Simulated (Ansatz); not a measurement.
**MgPbS3 in P4_2/mmc, a phase reached by a soft mode: a soft mode frozen in**

Wanted: the energy along a soft mode of MgPbS3 in P4_2/mmc, a phase reached by a soft mode and the structure at the end.

Main program and level: Ansatz 0.2.0; DFT PBEsol, scalar-relativistic, plane waves, PAW; PAW set soft_1.

The structure was built from a prototype and need not be the compound's stable phase.

## Step 1: Set-up

It takes space group P4_2/mmc (No. 131, tetragonal). The conventional cell has a = 3.748 Å, b = 3.748 Å, c = 16.326 Å, α = 90.00°, β = 90.00°, γ = 90.00°. Nearest to Mg lie 8 S at 2.65 to 3.00 Å. Nearest to Pb lie 4 S at 2.56 Å. Nearest to S lie 4 Mg at 2.65 Å. Nearest to S lie 2 Pb at 2.56 Å and 2 Mg at 3.00 Å. Farther neighbours and most contacts between anions are not listed.

## Step 2: Zone-centre response

This phase was reached earlier by freezing in an unstable mode of a structure of higher symmetry and relaxing. Its zone-centre modes can show that it is still unstable.

input.yaml reads:

```yaml
crystal:
  lattice:
    - [3.7482976777, 0.0, 0.0]
    - [0.0, 3.7482976777, 0.0]
    - [0.0, 0.0, 16.3263112573]
  atoms:
    - { symbol: Mg, position: [0.0, 0.0, 0.5] }
    - { symbol: Mg, position: [0.0, 0.0, 0.0] }
    - { symbol: Pb, position: [0.5, 0.5, 0.25] }
    - { symbol: Pb, position: [0.5, 0.5, 0.75] }
    - { symbol: S, position: [0.5, 0.5, 0.0] }
    - { symbol: S, position: [0.5, 0.5, 0.5] }
    - { symbol: S, position: [0.5, 0.0, 0.3565938527] }
    - { symbol: S, position: [0.5, 0.0, 0.6434061473] }
    - { symbol: S, position: [0.0, 0.5, 0.1434061473] }
    - { symbol: S, position: [0.0, 0.5, 0.8565938527] }
kpoints:
  mp_grid: { grid: [10, 10, 4] }
hamiltonian:
  xc: pbesol
  pseudopotentials: { kind: paw, azcp: { folder: soft_1 }, xc_functional: pbe }
scf:
  occupations: { method: methfessel_paxton, width: 0.2 }
output:
  eigenvalues: true
phonons:
  method: dfpt
```

Launch:

```console
$ ansatz run input.yaml --threads 8 --pin off --max-ram 16384MiB --backend cpu --events-out ev --progress --plain --runs-dir out
```

Numbers of over 12 decimals in the logs are rounded to 6 here.

What it wrote:

```text
zone centre: on kpoints.mp_grid the ground state, and the responses unless they are solved on pairs of k-points, stand on 108 of the mesh's 400 k-points, reduced under 4 symmetry operations, with k and −k counted as one. Each operation leaves every solved displacement unchanged or reverses it
Engine: ansatz 0.2.0, aarch64-unknown-linux-gnu
Pseudopotentials: kind: paw
Pseudopotential: Mg, paw, valence charge 10, recommended cutoff 420 eV (normal), soft_1/Mg.paw.azcp
Pseudopotential: Pb, paw, valence charge 14, recommended cutoff 420 eV (normal), soft_1/Pb.paw.azcp
Pseudopotential: S, paw, valence charge 6, recommended cutoff 420 eV (normal), soft_1/S.paw.azcp
Functional definition: PBEsol
  exchange = pbesol_x
  correlation = pbesol_c
Crystal: 10 atoms, lattice volume = 229.380 Å³
Basis set: ecut = 420 eV, 4447 PW (Γ), exchange–correlation on 54×54×240 points (8 copies of the dense FFT grid, shifted against one another)
Bands: 52, of which v1, the nominal top of the filled ones, is band 42 counted from 1 (41 counted from 0)
Symmetry: 16 space group operations
k-points: 108 of 400 (irreducible under 4 space group operations, time reversal used)
Non-local potential: Mg, projectors of the file, l = 0: 3, l = 1: 2, l = 2: 1
Non-local potential: Pb, projectors of the file, l = 0: 2, l = 1: 2, l = 2: 2, l = 3: 1
Non-local potential: S, projectors of the file, l = 0: 2, l = 1: 2, l = 2: 1
PAW form: soft (Blöchl's): semilocal exchange-correlation on the pseudo side does not see the compensation charge
PAW frozen core: Mg, regenerated for the run's functional, and the local potential with it (the file was generated under x = pbe(κ = 0.804, μ = 0.219515), c = pbe(β = 0.066725))
PAW frozen core: Pb, regenerated for the run's functional, and the local potential with it (the file was generated under x = pbe(κ = 0.804, μ = 0.219515), c = pbe(β = 0.066725))
PAW frozen core: S, regenerated for the run's functional, and the local potential with it (the file was generated under x = pbe(κ = 0.804, μ = 0.219515), c = pbe(β = 0.066725))
PAW one-centre angular grid: Mg, 110 points (default); XC on 64 Gauss nodes
PAW one-centre angular grid: Pb, 590 points (default); XC on 64 Gauss nodes
PAW one-centre angular grid: S, 110 points (default); XC on 64 Gauss nodes
Initial density: superposition of atomic densities (chi_scale 0.1, normalization cell, long waves kept (reshape's long-wave potential 0.32 eV rms))
Initial wavefunctions: pseudopotential atomic-orbital guess
Functional: x = pbesol(κ = 0.804, μ = 0.123457), c = pbesol(β = 0.046)
SCF iter   1: F=—  HF=-32655.209215 eV  |F-HF|=—  |Δ(HF+E_count)|=         —  Δρ=4.08e-2  dr2=1.56e1  ethr=3.10e-3  ⟨swp⟩=10.6  Hψ=30158  notcnv=0
preconditioner: auto → Resta (q_TF=auto, 2.308 Å⁻¹)  ε∞=4.0  [insulator: Δε(μ)=0.454 eV  Ē_g=11.600 eV  σ=0.200 eV  W_gap=0.60  n_scr=46 (ndim 8)  ℏωp=20.2 eV  f_vac=0.000  D(μ)=1.38/eV (n_scr^D=4)  ε∞_Penn≈4.0]
SCF iter   2: F=—  HF=-32652.580240 eV  |F-HF|=—  |Δ(HF+E_count)|=    2.63e0  S|Δr|=    0.00e0  Δρ=2.12e-2  dr2=3.21e0  ethr=3.10e-3  ⟨swp⟩=3.5  Hψ=10951  notcnv=0  defer=355
preconditioner: auto → Kerker (q_TF=auto, 2.308 Å⁻¹)  [metal: Δε(μ)=0.042 eV  Ē_g=11.947 eV  σ=0.200 eV  W_gap=0.17  n_scr=46 (ndim 8)  ℏωp=20.2 eV  f_vac=0.000  D(μ)=0.95/eV (n_scr^D=4)]
SCF iter   3: F=—  HF=-32651.962195 eV  |F-HF|=—  |Δ(HF+E_count)|=   6.18e-1  S|Δr|=    0.00e0  Δρ=5.92e-3  dr2=1.08e-1  ethr=3.10e-3  ⟨swp⟩=3.3  Hψ=8313  notcnv=0  defer=288
SCF iter   4: F=—  HF=-32651.950554 eV  |F-HF|=—  |Δ(HF+E_count)|=   1.16e-2  S|Δr|=    0.00e0  Δρ=1.63e-3  dr2=1.17e-2  ethr=1.29e-4  ⟨swp⟩=2.1  Hψ=8105  notcnv=0  defer=284
SCF iter   5: F=—  HF=-32651.950243 eV  |F-HF|=—  |Δ(HF+E_count)|=   3.11e-4  S|Δr|=    0.00e0  Δρ=6.55e-4  dr2=2.16e-3  ethr=1.39e-5  ⟨swp⟩=2.6  Hψ=9839  notcnv=0  defer=284
SCF iter   6: F=—  HF=-32651.950538 eV  |F-HF|=—  |Δ(HF+E_count)|=   2.95e-4  S|Δr|=    0.00e0  Δρ=2.32e-4  dr2=1.79e-4  ethr=2.57e-6  ⟨swp⟩=2.3  Hψ=8009  notcnv=0  defer=284
SCF iter   7: F=—  HF=-32651.950601 eV  |F-HF|=—  |Δ(HF+E_count)|=   6.34e-5  S|Δr|=    0.00e0  Δρ=8.66e-5  dr2=2.91e-5  ethr=2.14e-7  ⟨swp⟩=2.3  Hψ=9517  notcnv=0  defer=284
SCF iter   8: F=—  HF=-32651.950619 eV  |F-HF|=—  |Δ(HF+E_count)|=   1.84e-5  S|Δr|=    0.00e0  Δρ=2.37e-5  dr2=2.05e-6  ethr=3.46e-8  ⟨swp⟩=2.0  Hψ=9774  notcnv=0  defer=284
SCF iter   9: F=—  HF=-32651.950406 eV  |F-HF|=—  |Δ(HF+E_count)|=   2.14e-4  S|Δr|=    0.00e0  Δρ=7.77e-6  dr2=3.34e-7  ethr=2.44e-9  ⟨swp⟩=2.3  Hψ=8813  notcnv=0  defer=284
SCF iter  10: F=—  HF=-32651.950406 eV  |F-HF|=—  |Δ(HF+E_count)|=   8.38e-8  S|Δr|=    0.00e0  Δρ=2.53e-6  dr2=2.86e-8  ethr=3.97e-10  ⟨swp⟩=2.0  Hψ=7280  notcnv=0  defer=284
SCF iter  11: F=—  HF=-32651.950406 eV  |F-HF|=—  |Δ(HF+E_count)|=   4.21e-9  S|Δr|=    0.00e0  Δρ=8.45e-7  dr2=2.77e-9  ethr=3.41e-11  ⟨swp⟩=2.0  Hψ=7716  notcnv=0  defer=284
SCF iter  12: F=—  HF=-32651.950406 eV  |F-HF|=—  |Δ(HF+E_count)|=   1.00e-9  S|Δr|=    0.00e0  Δρ=2.40e-7  dr2=2.26e-10  ethr=3.30e-12  ⟨swp⟩=2.1  Hψ=7719  notcnv=0  defer=284
SCF iter  13: F=—  HF=-32651.950406 eV  |F-HF|=—  |Δ(HF+E_count)|=  1.06e-10  S|Δr|=    0.00e0  Δρ=7.25e-8  dr2=2.22e-11  ethr=1.00e-12  ⟨swp⟩=1.1  Hψ=5368  notcnv=0  defer=284
SCF iter  14: F=-32651.950406 eV  HF=-32651.950406 eV  |F-HF|=0.00e0  |Δ(HF+E_count)|=  1.09e-11  S|Δr|=    0.00e0  Δρ=2.15e-8  dr2=1.45e-12  ethr=1.00e-12  ⟨swp⟩=18.1  Hψ=35978  notcnv=0
SCF 1 converged in 14 iterations: F = -32651.950406 eV  dr2 = 1.45e-12
  greatest PAW one-centre occupation: 1.000 electrons in one spin orbital (limit 2), on the Mg atom at site 1 (counted from 0), in its partial waves of l = 0
DFPT response loops at Γ: preconditioner auto → Kerker (q_TF=auto, 2.308 Å⁻¹) (partly filled bands, converged f_vac=0.016); β = 1.00, the filter's whole step (`scf.mixing.beta` (0.50) is not read by the response loops under this deck's `scf.mixing.preconditioner`; to damp them name `kerker` or `kerker_dos`, under which they read `scf.mixing.beta`, and type it under 1.00, their step now; both keys bind the ground state too); Broyden in place of MSR1
SCF converged after 14 iterations
Stability not checked: this state was not tested for a lower state beside it, because cold or Methfessel-Paxton smearing, or corrected tetrahedra, fill the levels in a way that the test cannot read (fill_not_monotonic; see scf.lower_state_search)
Free energy (F): -32651.950406 eV
Harris-Foulkes:  -32651.950406 eV  (|F-HF|=0.00e0)
Internal energy: -32651.959553 eV  (E = F + TS)
E sigma→0 (E₀):  -32651.952693 eV
Entropy (-TS):   0.009147 eV (0.915 meV/atom)
Fermi energy:    6.696126 eV
--- Per-component energies (eV) ---
  E_band       = -859.663606
  E_kinetic    = 1358.444103
  E_local      = -6691.728861  (includes V_loc(G=0)·N_el)
  E_nonlocal   = 1220.198893
  E_hartree    = 2394.826142
  E_xc         = -983.411938
  E_vxc        = -833.213323  (∫ρ·V_xc dr)
  E_paw        = -24630.705791  (= ΣΔE_a)
  E_vpaw       = -703.016431  (= ΣTr[D̂ρ^β])
  E_aug_tail   = -0.000337  (compensation charges beyond the density's cutoff)
  E_ewald      = -5320.195524
  E_core_change = 0.613761  (= ΣΔE_core)
  E_smearing   = 0.009147  (= −TS)
  E_closure    = 0.000000  (closes the sum)
  Σ components = -32651.950406   (vs F -32651.950406, Δ=0.00e0)
--- Band table (eV; the first three rows and the last of 108) ---
  k-point 0: bands = [... 38 lower, 5.4975, 6.2226, 6.2226, 6.3629, 6.5527, 8.2928, 8.7659, 9.0582, ... 6 higher]
  k-point 1: bands = [... 38 lower, 5.7469, 5.8509, 6.1696, 6.1696, 7.0505, 8.0532, 8.9010, 9.0572, ... 6 higher]
  k-point 2: bands = [... 38 lower, 5.9147, 5.9147, 6.0723, 6.0723, 7.5924, 7.5924, 9.0306, 9.0306, ... 6 higher]
  k-point 107: bands = [... 38 lower, 4.9830, 4.9830, 5.0297, 5.0297, 8.0027, 8.0027, 8.4457, 8.4457, ... 6 higher]
--- Phonons (Γ-DFPT): 11 representative perturbations + reference, on 108 of 400 k-points (Σ response iterations 34) ---
  k mesh reduced under 4 symmetry operations, with k and −k counted as one. Each operation leaves every solved displacement unchanged or reverses it
  ASR residual: 4.243e-5 → 0.000e0 eV/Å²; symmetrization residual: 8.949e-6 eV/Å²
  ASR residual per site (eV/Å²): 1.94e-5 1.94e-5 2.70e-5 2.70e-5 4.24e-5 4.24e-5 2.43e-5 2.43e-5 2.43e-5 2.43e-5
  Γ frequencies (cm⁻¹): -56.00 -56.00 -41.30 -23.16 -23.16 0.00 0.00 0.00 42.34 42.34 54.39 74.72 110.48 110.48 110.79 110.79 147.77 150.66 195.72 195.72 198.23 198.23 221.03 256.47 256.47 269.81 269.81 270.33 272.18 293.49
  non-analytic LO–TO correction: not included (Born effective charges unavailable; polar crystals: no LO–TO splitting at Γ)
```

Wall time 4 min (8 threads of Arm Neoverse V1, shared host); peak memory 3.9 GiB; 31 min of CPU time.

Numbers from this step:

| Item | Value |
| --- | --- |
| volume per atom | 22.94 Å³ |
| gap on the k-mesh | 0 eV |
| sum-rule residual before enforcement | 4.24e-5 eV/Å² |
| point group | 4/mmm |
| highest optical mode at the zone centre (no LO-TO term) | 293.5 cm⁻¹ |
| lowest optical zone-centre mode | -56 cm⁻¹ |

Patterns of degenerate modes are one choice out of their space. Modes at Γ, with each element's share of the kinetic energy (negative means imaginary):

```
mode  frequency (cm⁻¹)  symmetry  Mg %  Pb %  S %
   1             -56.0        Eu    29    11   60
   2             -56.0        Eu    29    11   60
   3             -41.3       A2u    83     0   16
   4             -23.2        Eg     0    86   14
   5             -23.2        Eg     0    86   14
   6               0.0  acoustic     7    63   29
   7               0.0  acoustic     7    63   29
   8               0.0  acoustic     7    63   29
   9              42.3        Eu    30    14   56
  10              42.3        Eu    30    14   56
  11              54.4       B1g     0    75   25
  12              74.7       B2u    97     0    3
  13             110.5        Eu    21     0   78
  14             110.5        Eu    21     0   78
  15             110.8        Eg     0     1   99
  16             110.8        Eg     0     1   99
  17             147.8       A2u     8    17   75
  18             150.7       B2u     0     0  100
  19             195.7        Eu    65     0   35
  20             195.7        Eu    65     0   35
  21             198.2        Eu    47     0   53
  22             198.2        Eu    47     0   53
  23             221.0       A1g     0     0  100
  24             256.5        Eg     0    13   87
  25             256.5        Eg     0    13   87
  26             269.8        Eu     0    11   89
  27             269.8        Eu     0    11   89
  28             270.3       B1g     0    25   75
  29             272.2       B2u     2     0   98
  30             293.5       A2u     1    20   79
```

Displacements in mode 2 (-56.0 cm⁻¹), the largest set to 1:
```
Mg1  0.00 -0.04  0.00
Mg2  0.00  0.83  0.00
Pb3  0.00 -0.12  0.00
Pb4  0.00 -0.12  0.00
S5   0.00  1.00  0.00
S6   0.00 -0.04  0.00
S7   0.00 -0.12  0.00
S8   0.00 -0.12  0.00
S9   0.00  0.13  0.00
S10  0.00  0.13  0.00
```

Displacements in mode 5 (-23.2 cm⁻¹), the largest set to 1:
```
Mg1  0.00  0.00  0.00
Mg2  0.00  0.00  0.00
Pb3  0.20  1.00  0.00
Pb4 -0.20 -1.00  0.00
S5   0.00  0.00  0.00
S6   0.00  0.00  0.00
S7   0.06  0.98  0.00
S8  -0.06 -0.98  0.00
S9   0.20  0.30  0.00
S10 -0.20 -0.30  0.00
```

Before it was imposed, the acoustic sum rule was missed by 4.2e-5 eV/Å². Small misses are needed for a sound result but don't prove that mesh and cutoff are converged. The lowest optical mode is imaginary, 56.0i cm⁻¹, so the energy falls along it.

## Step 3: The mode frozen in, largest atomic shift 0 Å

The mode followed lies at Γ with frequency 56.0i cm⁻¹ and is 2-fold degenerate, the softest among the wavevectors solved. At small amplitude the distorted cell has space group no. 40 by a symmetry search on the positions. The undistorted cell that holds it gives the zero of energy on the same k mesh.

Edit input.yaml of step 2 so:

```diff
@@ -24,4 +24,4 @@
 output:
+  forces: true
+  stress: true
   eigenvalues: true
-phonons:
-  method: dfpt
```

What it wrote:

```text
[...]
Crystal: 10 atoms, lattice volume = 229.380 Å³
Basis set: ecut = 420 eV, 4447 PW (Γ), exchange–correlation on 54×54×240 points (8 copies of the dense FFT grid, shifted against one another)
Bands: 52, of which v1, the nominal top of the filled ones, is band 42 counted from 1 (41 counted from 0)
Symmetry: 16 space group operations
[...]
k-points: 63 of 400
[...]
k-point 0: bands = [... 38 lower, 5.4975, 6.2225, 6.2225, 6.3629, 6.5527, 8.2928, 8.7659, 9.0582, ... 6 higher]
  k-point 1: bands = [... 38 lower, 5.7469, 5.8509, 6.1696, 6.1696, 7.0504, 8.0532, 8.9010, 9.0572, ... 6 higher]
  k-point 2: bands = [... 38 lower, 5.9147, 5.9147, 6.0722, 6.0722, 7.5924, 7.5924, 9.0306, 9.0306, ... 6 higher]
  k-point 62: bands = [... 38 lower, 4.9830, 4.9830, 5.0297, 5.0297, 8.0027, 8.0027, 8.4457, 8.4457, ... 6 higher]
[key lines of the parts left out:]
SCF converged after 10 iterations
Free energy (F): -32651.950406 eV
Fermi energy:    6.696113 eV
P = ⅓ Tr σ = 0.0052 GPa (0.052 kbar)
```

Wall time 6.5 s (8 threads); peak memory 1.1 GiB.

This step gave:

```
pressure                         : 0.005171 GPa
energy from the undistorted cell : 0 meV/atom
```

The run ends at a pressure of 0.01 GPa.

## Step 4: The mode frozen in, largest atomic shift 0.6 Å

The atoms are moved along the unstable eigenvector, the largest shift by 0.6 Å, with the cell fixed.

input.yaml, the sections that differ from step 3:

```yaml
crystal:
  lattice:
    - [3.7482976777, 0.0, 0.0]
    - [0.0, 3.7482976777, 0.0]
    - [0.0, 0.0, 16.3263112573]
  atoms:
    - { symbol: Mg, position: [0.1320854598, 0.0070045375, 0.5] }
    - { symbol: Mg, position: [-0.0070045375, -0.1320854598, 0.0] }
    - { symbol: Pb, position: [0.4805133911, 0.5194866089, 0.25] }
    - { symbol: Pb, position: [0.4805133911, 0.5194866089, 0.75] }
    - { symbol: S, position: [0.4933460736, 0.3400656901, 0.0] }
    - { symbol: S, position: [0.6599343099, 0.5066539264, 0.5] }
    - { symbol: S, position: [0.52155931, 0.0196723823, 0.3565938527] }
    - { symbol: S, position: [0.52155931, 0.0196723823, 0.6434061473] }
    - { symbol: S, position: [-0.0196723823, 0.47844069, 0.1434061473] }
    - { symbol: S, position: [-0.0196723823, 0.47844069, 0.8565938527] }
# kpoints, hamiltonian, scf, output: as in step 3
```

What it wrote:

```text
[...]
Crystal: 10 atoms, lattice volume = 229.380 Å³
Basis set: ecut = 420 eV, 4447 PW (Γ), exchange–correlation on 54×54×240 points (8 copies of the dense FFT grid, shifted against one another)
Bands: 52, of which v1, the nominal top of the filled ones, is band 42 counted from 1 (41 counted from 0)
Symmetry: 4 space group operations
[...]
k-point 0: bands = [... 38 lower, 5.4130, 5.9343, 5.9370, 6.3557, 6.4583, 8.1112, 8.8869, 9.4886, ... 5 higher]
  k-point 1: bands = [... 38 lower, 5.6071, 5.8383, 5.9034, 5.9427, 6.9545, 7.9078, 9.0086, 9.4068, ... 5 higher]
  k-point 2: bands = [... 38 lower, 5.7166, 5.7166, 5.8579, 5.8579, 7.4731, 7.4731, 9.2209, 9.2209, ... 5 higher]
  k-point 92: bands = [... 38 lower, 4.8403, 4.8403, 5.0578, 5.0578, 7.6480, 7.6480, 8.4051, 8.4051, ... 5 higher]
[key lines of the parts left out:]
SCF converged after 9 iterations
Free energy (F): -32652.116388 eV
Fermi energy:    6.598536 eV
P = ⅓ Tr σ = -0.1614 GPa (-1.614 kbar)
```

The job ended after 14 s (8 threads; peak memory 1.2 GiB; 1.8 min of CPU time).

This step gave:

```yaml
pressure: -0.1614 GPa
energy_from_the_undistorted_cell: -16.63 meV/atom
```

The energy, extrapolated to zero smearing, is -16.63 meV/atom against the undistorted cell.

The run ends at a pressure of -0.16 GPa, with forces up to 0.21 eV/Å.

## Step 5: Energy along the mode, all amplitudes (two of the runs are shown above)

An imaginary frequency means negative curvature, so the energy should fall and then rise again as anharmonic terms take over.

This step gave:

```
depth at the lowest point sampled  : 16.63 meV/atom
largest atomic shift at that point : 0.6 Å
```

Energy from the parent against largest atomic shift:

```
largest atomic shift (Å)  energy from the parent (meV/atom)
                   0.000                                  0
                   0.040                             -0.105
                   0.080                             -0.418
                   0.140                              -1.26
                   0.220                              -3.03
                   0.320                              -6.09
                   0.450                              -10.9
                   0.600                              -16.6
```

Displacement at unit largest shift by atom:

```csv
atom,x (Å),y (Å),z (Å),size
Mg1,0.825,0.044,0.000,0.826
Mg2,-0.044,-0.825,0.000,0.826
Pb3,-0.122,0.122,0.000,0.173
Pb4,-0.122,0.122,0.000,0.173
S5,-0.042,-0.999,0.000,1.000
S6,0.999,0.042,0.000,1.000
S7,0.135,0.123,0.000,0.183
S8,0.135,0.123,0.000,0.183
S9,-0.123,-0.135,0.000,0.183
S10,-0.123,-0.135,0.000,0.183
```

The lowest of the steps tried is the last one, at 0.6 Å, 16.6 meV/atom below the parent; the bottom of the well need not coincide with a step.

[end of part 1 of 3]

[Logs are printed without paths, hosts, clocks, repeated set-up lines and the standing remarks that a program may print on its own settings, such as how far it seeks lower states.]

[Hosts, paths, dates, database ids (printed as entryN), source tags and the programs' standing remarks are cut or masked in the printed files.]
